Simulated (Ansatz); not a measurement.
# Resistivity from frozen vibrations: Zr(0001) with 2 thermally displaced layers, 2x2

Aim: the resistivity of Zr at 180 K from frozen thermal displacements between perfect leads.

Program: Ansatz 0.2.0. Level of theory: Ansatz plane-wave DFT, PBE, PAW files; ballistic transport by layer matching (Landauer), zero bias; PAW set soft_1. Results are calculated unless marked as measured.

Report form: the programs' logs are mostly left out.

## (1) The structure

The cell holds 48 atoms: 48 Zr. Its edges and angles: a = 6.464 Å, b = 6.464 Å, c = 30.882 Å, α = 90.0°, β = 90.0°, γ = 120.0°. It derives from Zr. Regions: lead, 40 atoms (40 Zr); scattering region, 8 atoms (8 Zr). The structure is stacked along c, and the current runs across the ab planes.

## (2) With 2 displaced layers

Each atom of 2 layers is moved at random, by amounts drawn from a normal law 0.0603 Å wide in each direction from the Debye model (291 K) at 180 K. The layers about the cell's end stay perfect and serve as the lead. Disorder leaves little or no symmetry, which makes such runs dear. Energies from -0.05 to 0.05 eV in steps of 0.05 eV are too few for the program's thermal sum, so it prints no conductance; for a metal the transmission near the Fermi level serves, at a fraction of the cost.

Contents of input.yaml:

```yaml
crystal:
  lattice:
    - [6.464, 0.0, 0.0]
    - [-3.232, 5.5979882101, 0.0]
    - [0.0, 0.0, 30.882]
  atoms:
    - { symbol: Zr, position: [0.1666666667, 0.3333333333, 0.0416666667] }
    - { symbol: Zr, position: [0.1666666667, 0.8333333333, 0.0416666667] }
    - { symbol: Zr, position: [0.6666666667, 0.3333333333, 0.0416666667] }
    - { symbol: Zr, position: [0.6666666667, 0.8333333333, 0.0416666667] }
    - { symbol: Zr, position: [0.3333333333, 0.1666666667, 0.125] }
    - { symbol: Zr, position: [0.3333333333, 0.6666666667, 0.125] }
    - { symbol: Zr, position: [0.8333333333, 0.1666666667, 0.125] }
    - { symbol: Zr, position: [0.8333333333, 0.6666666667, 0.125] }
[... 36 atom lines left out ...]
    - { symbol: Zr, position: [0.3333333333, 0.1666666667, 0.9583333333] }
    - { symbol: Zr, position: [0.3333333333, 0.6666666667, 0.9583333333] }
    - { symbol: Zr, position: [0.8333333333, 0.1666666667, 0.9583333333] }
    - { symbol: Zr, position: [0.8333333333, 0.6666666667, 0.9583333333] }
kpoints:
  mp_grid: { grid: [4, 4, 1] }
hamiltonian:
  xc: pbe
  pseudopotentials: { kind: paw, azcp: { folder: soft_1 } }
scf:
  occupations: { method: fermi_dirac, width: 0.1 }
output:
  transmission: { leads: [[0, 8]], kmesh: [8, 8], e_range: [-0.05, 0.05], de: 0.05 }
  write_potential: true
  write_density: true
  volumetric_format: npy
  elf: true
```

On the command line:

```console
> ansatz run input.yaml --threads 4 --pin off --max-ram 15360MiB --backend cpu --events-out ev --progress --plain --runs-dir out
```

Wall time 10 min (4 threads of Intel Xeon Platinum 8488C (Sapphire Rapids), shared host); peak memory 7.3 GiB.

Numbers from this step:

```yaml
free_energy: -200825.8534 eV
energy_at_zero_smearing: -200824.9807 eV
fermi_energy: 13.96 eV
cell_area: 36.19 Å²
transmission_per_spin_nearest_the_fermi_level: 2.405
open_channels_per_spin_nearest_the_fermi_level: 2.625
step_of_the_lead_s_potential: 6.1 meV
```

Per spin. Transmission, zone mean against energy, zero at the Fermi level:

```tsv
energy (eV)	transmission, zone mean
-0.0500	2.67
0.0000	2.40
0.0500	2.51
```

Per spin. Table of open channels, zone mean, lead by energy, zero at the Fermi level:

```tsv
energy (eV)	open channels, zone mean, lead
-0.0500	2.81
0.0000	2.62
0.0500	2.84
```

Transmission over k1 and k2. At 0.0000 eV from the Fermi level.

Ten even steps from '0' (0.00) to '9' (3.85):
```
59999434
49555942
39544594
99540459
34954459
42495559
54349999
95449445
```
Columns: k1 (b1) from -0.5 to 0.375; rows upwards: k2 (b2) from -0.5 to 0.375.

Open channels over k1 and k2. At 0.0000 eV from the Fermi level.

Ten even steps from '0' (0.00) to '9' (4.00):
```
59999555
59555955
59555595
99550559
55955559
55595559
55559999
95559555
```
Columns: k1 (b1) from -0.5 to 0.375; rows upwards: k2 (b2) from -0.5 to 0.375.

Electrostatic potential energy in the ca plane at fractional y = 0.165, with atoms of Zr within 0.2 Å of it. With pseudopotentials it is smooth inside the atoms' cores, unlike the true potential.

Ten even steps from '0' (-45 eV) to '9' (16 eV), each cell a mean:
```
99854478999999998533589998899987445899999999
98510037999999986100279999999973002689999999
98400026999999985000169999999962000489999999
98510037999999996200379999999973001589999999
99753368999999998644689999999986335799999999
99987889998778999988999988889998878999887899
99999999997668999999999987789999999999876789
99999999998678999999999987789999999999876789
99876789998889999866799998899998767899988899
99731258999999998421379999999985213799999999
98510027999999996100158999999962001589999999
98400026999999996100158999999962000489999999
99631148999999997411379999999984113699999999
99875679999889999766789998899997657899988899
99999999998778999999999987789999999999877799
99999999997668999999999976689999999999866789
99988899998778999888899987789999888999877899
```
Columns run along c (16.0 Å, from fractional 0.24 to 0.76 of the cell; values clipped at the 3rd and 97th percentile), rows up along a (6.5 Å). Atoms in or near the plane, at fractional coordinates: Zr at (0.29, 0.33), Zr at (0.29, 0.83), Zr at (0.46, 0.33), Zr at (0.46, 0.85), Zr at (0.62, 0.33), Zr at (0.62, 0.83).

Valence density in the ca plane at fractional y = 0.165, with atoms of Zr within 0.2 Å of it. It is the smooth field of the valence electrons, not physical close to the nuclei.

Ten even steps from '0' (0.1 e/Å³) to '9' (4.1 e/Å³), each cell a mean:
```
00013210000000000244100000000001231000000000
00169840000000001699510000000004896100000000
00389961000000002899710000000016998300000000
00269941000000001588400000000014996200000000
00024310000000000132100000000001342000000000
00000000000000000000000000000000000000000000
00000000000110000000000000000000000000011000
00000000000110000000000000000000000000001000
00001100000000000011000000000000110000000000
00136520000000000366300000000002563100000000
00279951000000001699720000000015997200000000
00289951000000001699720000000016998200000000
00147630000000000377410000000003674100000000
00012100000000000011000000000000121000000000
00000000000110000000000000000000000000001000
00000000000110000000000001100000000000011000
00000000000000000000000001100000000000000000
```
Columns run along c (16.0 Å, from fractional 0.24 to 0.76 of the cell), rows up along a (6.5 Å). Atoms in or near the plane, at fractional coordinates: Zr at (0.29, 0.33), Zr at (0.29, 0.83), Zr at (0.46, 0.33), Zr at (0.46, 0.85), Zr at (0.62, 0.33), Zr at (0.62, 0.83).

ELF in the ca plane at fractional y = 0.165, with atoms of Zr within 0.2 Å of it. It is the smooth field of the valence electrons, not physical close to the nuclei.

Ten even steps from '0' (0.16) to '9' (0.76), each cell a mean:
```
20058720121001201698501100002103785002100022
41598982255556415978931443355228989514655562
51792594278888517934951688887249529715888873
41597893256566514989821666676239879514665662
20168840121112210477301321123104886102211122
12001101200210021000012001100210110021012001
03321124201441024211243002300242112330034201
03210013201330023100122001200231001230023101
11013300110000110133101100001200331011000002
30289961143223311799720332233116998203322342
41695693267777614965961577775149749615877773
41793694268778614954961588775149639715887873
30389971144334411799830454444117998303433342
11025410110100120145201110001101452012001012
03200012201320033100122002200221000231023101
03421134201441034200242014410342112430034201
12100001200210021011012013300210000121012001
```
Columns run along c (16.0 Å, from fractional 0.24 to 0.76 of the cell), rows up along a (6.5 Å). Atoms in or near the plane, at fractional coordinates: Zr at (0.29, 0.33), Zr at (0.29, 0.83), Zr at (0.46, 0.33), Zr at (0.46, 0.85), Zr at (0.62, 0.33), Zr at (0.62, 0.83).

Over the solved energies the transmission per spin lies between 2.40 and 2.67, out of 2.76 channels of the lead on average (up to 2.84).

## (3) With 6 displaced layers

Each atom of 6 layers is moved at random, by amounts drawn from a normal law 0.0603 Å wide in each direction from the Debye model (291 K) at 180 K. A fresh draw is used; the growth of the resistance with length is what counts.

System of this step: Zr(0001) with 6 thermally displaced layers, 2x2. The cell holds 64 atoms: 64 Zr. Its edges and angles: a = 6.464 Å, b = 6.464 Å, c = 41.176 Å, α = 90.0°, β = 90.0°, γ = 120.0°. It derives from Zr. Regions: lead, 40 atoms (40 Zr); scattering region, 24 atoms (24 Zr). The structure is stacked along c, and the current runs across the ab planes.

Contents of input.yaml:

```yaml
crystal:
  lattice:
    - [6.464, 0.0, 0.0]
    - [-3.232, 5.5979882101, 0.0]
    - [0.0, 0.0, 41.176]
  atoms:
    - { symbol: Zr, position: [0.1666666667, 0.3333333333, 0.03125] }
    - { symbol: Zr, position: [0.1666666667, 0.8333333333, 0.03125] }
    - { symbol: Zr, position: [0.6666666667, 0.3333333333, 0.03125] }
    - { symbol: Zr, position: [0.6666666667, 0.8333333333, 0.03125] }
    - { symbol: Zr, position: [0.3333333333, 0.1666666667, 0.09375] }
    - { symbol: Zr, position: [0.3333333333, 0.6666666667, 0.09375] }
    - { symbol: Zr, position: [0.8333333333, 0.1666666667, 0.09375] }
    - { symbol: Zr, position: [0.8333333333, 0.6666666667, 0.09375] }
[... 52 atom lines left out ...]
    - { symbol: Zr, position: [0.3333333333, 0.1666666667, 0.96875] }
    - { symbol: Zr, position: [0.3333333333, 0.6666666667, 0.96875] }
    - { symbol: Zr, position: [0.8333333333, 0.1666666667, 0.96875] }
    - { symbol: Zr, position: [0.8333333333, 0.6666666667, 0.96875] }
kpoints:
  mp_grid: { grid: [4, 4, 1] }
hamiltonian:
  xc: pbe
  pseudopotentials: { kind: paw, azcp: { folder: soft_1 } }
scf:
  occupations: { method: fermi_dirac, width: 0.1 }
output:
  transmission: { leads: [[0, 8]], kmesh: [8, 8], e_range: [-0.05, 0.05], de: 0.05 }
  write_potential: true
  write_density: true
  volumetric_format: npy
```

Run time: 13 min. Hardware: 4 threads; peak memory 12 GiB.

This step gave:

```yaml
free_energy: -267767.4271 eV
energy_at_zero_smearing: -267766.2922 eV
fermi_energy: 13.95 eV
transmission_per_spin_nearest_the_fermi_level: 1.931
step_of_the_lead_s_potential: 4 meV
```

Per spin. The transmission, zone mean by energy, zero at the Fermi level:

```tsv
energy (eV)	transmission, zone mean
-0.0500	2.20
0.0000	1.93
0.0500	2.08
```

Over the solved energies the transmission per spin lies between 1.93 and 2.20, out of 2.76 channels of the lead on average (up to 2.84).

## (4) With 10 displaced layers

Each atom of 10 layers is moved at random, by amounts drawn from a normal law 0.0603 Å wide in each direction from the Debye model (291 K) at 180 K. A fresh draw is used; the growth of the resistance with length is what counts.

System of this step: Zr(0001) with 10 thermally displaced layers, 2x2. The cell holds 80 atoms: 80 Zr. Its edges and angles: a = 6.464 Å, b = 6.464 Å, c = 51.470 Å, α = 90.0°, β = 90.0°, γ = 120.0°. It derives from Zr. Regions: lead, 40 atoms (40 Zr); scattering region, 40 atoms (40 Zr). The structure is stacked along c, and the current runs across the ab planes.

Contents of input.yaml:

```yaml
crystal:
  lattice:
    - [6.464, 0.0, 0.0]
    - [-3.232, 5.5979882101, 0.0]
    - [0.0, 0.0, 51.47]
  atoms:
    - { symbol: Zr, position: [0.1666666667, 0.3333333333, 0.025] }
    - { symbol: Zr, position: [0.1666666667, 0.8333333333, 0.025] }
    - { symbol: Zr, position: [0.6666666667, 0.3333333333, 0.025] }
    - { symbol: Zr, position: [0.6666666667, 0.8333333333, 0.025] }
    - { symbol: Zr, position: [0.3333333333, 0.1666666667, 0.075] }
    - { symbol: Zr, position: [0.3333333333, 0.6666666667, 0.075] }
    - { symbol: Zr, position: [0.8333333333, 0.1666666667, 0.075] }
    - { symbol: Zr, position: [0.8333333333, 0.6666666667, 0.075] }
[... 68 atom lines left out ...]
    - { symbol: Zr, position: [0.3333333333, 0.1666666667, 0.975] }
    - { symbol: Zr, position: [0.3333333333, 0.6666666667, 0.975] }
    - { symbol: Zr, position: [0.8333333333, 0.1666666667, 0.975] }
    - { symbol: Zr, position: [0.8333333333, 0.6666666667, 0.975] }
kpoints:
  mp_grid: { grid: [4, 4, 1] }
hamiltonian:
  xc: pbe
  pseudopotentials: { kind: paw, azcp: { folder: soft_1 } }
scf:
  occupations: { method: fermi_dirac, width: 0.1 }
output:
  transmission: { leads: [[0, 8]], kmesh: [8, 8], e_range: [-0.05, 0.05], de: 0.05 }
  write_potential: true
  write_density: true
  volumetric_format: npy
```

Wall time 17 min (4 threads); peak memory 8.7 GiB; 61 min of CPU time.

Numbers from this step:

- free energy: -334708.9491 eV
- energy at zero smearing: -334707.5284 eV
- transmission per spin nearest the Fermi level: 1.756
- step of the lead's potential: 8.9 meV

Per spin. Table of transmission, zone mean by energy, zero at the Fermi level:

```tsv
energy (eV)	transmission, zone mean
-0.0500	1.91
0.0000	1.76
0.0500	1.78
```

Over the solved energies the transmission per spin lies between 1.76 and 1.91, out of 2.76 channels of the lead on average (up to 2.84).

## (5) Resistance against length

This step: Ansatz plane-wave DFT, PBE, PAW files; ballistic transport by layer matching (Landauer), zero bias; resistivity from the slope of the area resistance; PAW set soft_1 (Ansatz 0.2.0).

Numbers from this step:

| Item | Value |
| --- | --- |
| resistivity | 35.25 µΩ cm |
| intercept | -0.009028 fΩ m² |
| scatter about the fit | 0.02214 fΩ m² |

Resistance, by row:

```tsv
run	length (Å)	T	channels N	RA (fΩ m²)
n2	5.147	2.526	2.76	0.1567
n6	15.44	2.068	2.76	0.5665
n10	25.73	1.814	2.76	0.8824
```

Table of area resistance by length of the displaced region:

```tsv
length of the displaced region (Å)	area resistance (fΩ m²)
5.15	0.157
15.44	0.567
25.73	0.882
```

The area resistance goes from 0.16 to 0.88 fΩ m² between 5.1 and 25.7 Å, a slope of 35 µΩ cm.

By hand from the end points: (0.8824 − 0.1567) fΩ m² / (25.73 − 5.15) Å = 35 µΩ cm, since 1 fΩ m² per Å is 1000 µΩ cm.

## (6) Summary of results

```json
{"resistivity from the slope": "35.2 µΩ cm", "area resistance over 5.15 Å": "0.157 fΩ m²", "area resistance over 15.4 Å": "0.567 fΩ m²", "area resistance over 25.7 Å": "0.882 fΩ m²"}
```

In words: The slope gives 35 µΩ cm. The points scatter by 0.022 fΩ m² about the line, with one random draw a length in a 2x2 cell, so the slope is a rough value. The mean square of the displacements drawn is 0.73, 0.99 and 0.93 of the nominal one at the three lengths; with each resistance scaled back by that, the slope is 36 µΩ cm, the value used below. Read with a model of isotropic scattering on a spherical Fermi surface and the lead's 0.59×10¹⁵ S/m², this slope means a mean free path near 38 Å; over these lengths the model's slope is 1.07 times its bulk resistivity, which would be 34 µΩ cm. Uncorrelated displacements put too much weight on short waves, which scatter strongly; with the sideways repeat of a small cell, one draw and three short lengths, the method is good to a factor of two or three.

[Logs are printed without paths, hosts, clocks, repeated set-up lines and the standing remarks that a program may print on its own settings, such as how far it seeks lower states.]

[Hosts, paths, dates, database ids (printed as entryN), source tags and the programs' standing remarks are cut or masked in the printed files.]
